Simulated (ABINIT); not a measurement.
Records of electronic-structure calculations.

```json
{"subject": "Beyond one shot: Te (P3_121)", "lattice_ang": [[4.4572, 0.0, 0.0], [-2.2286, 3.86, 0.0], [0.0, 0.0, 5.929]], "atoms": [["Te", 0.2633, 0.0, 0.3333], ["Te", 0.0, 0.2633, 0.6667], ["Te", 0.7367, 0.7367, 0.0]], "method": "RPA screening on PBE from quasiparticle energies, plane waves, norm-conserving pseudopotentials (and 5 further levels or steps)", "program": "ABINIT 10.8.3", "settings": "cutoff 39 Ha, PseudoDojo scalar-relativistic 0.4 stringent, norm-conserving, potential set dojo-sr-pbe-0.4-stringent, ngkpt (3, 3, 2), nband 130, ecuteps 3.9 Ha, gwcalctyp 10, inclvkb 2, shiftk (0, 0, 0), symchi 1, awtr 1, frequency ppm, cycle 2, q points all but q = 0, 3×3×2 k-mesh", "notes": "The program’s warnings: nproc spkpt=  >= nkpt= * nsppol=. The cell and positions come from the Crystallography Open Database and are kept as given unless a step says otherwise. Limits: no spin-orbit coupling. The first cycle of evGW0 takes the full correction, without the factor Z, so it overshoots the one-shot value. The 3×3×2 mesh is coarse for this cell, which bears on the long-range parts of exchange and screening. On this mesh the RPA ε∞ passes 90, more than nearly any semiconductor shows; a coarse mesh does this where one point with a narrow direct gap carries much weight. The screening is then too strong, and the G0W0 gap should not be taken as the material’s.", "results": {"g0w0": "0.432 eV", "evgw0_cycle_1": "0.496 eV", "evgw0_cycle_2": "0.453 eV", "evgw0_cycle_3": "0.459 eV", "evgw_cycle_1": "0.477 eV", "evgw_cycle_2": "0.477 eV"}}
```

[Long decimals in the printed logs are rounded to 6 places.]

[Logs are printed without paths, hosts, clocks, repeated set-up lines and the standing remarks that a program may print on its own settings, such as how far it seeks lower states.]

[Paths, hosts, dates, memory and timing lines, banners, echoed tables and standing remarks are left out of the program output; an Ansatz launch command may be rebuilt from the run's recorded settings. Measured values are a selection of at most five: reports struck by readers or far from the other reports are left out. None is set beside runs whose start may be inverted or whose files or cutoffs have a known fault.]

[Runs of the session that timed out or met a known fault of the program may be left out.]

[Hosts, paths, dates, database ids (printed as entryN), source tags and the programs' standing remarks are cut or masked in the printed files.]

[G0W0 gaps are taken among the corrected bands and points alone; a level outside them can change the order at an edge.]

[Where Ansatz stands beside ABINIT at settings called matched, ABINIT's density can come from a denser mesh and the files from another edition; pairs whose starting gaps differed by over 0.03 eV were left out, so agreement reads better than it is.]
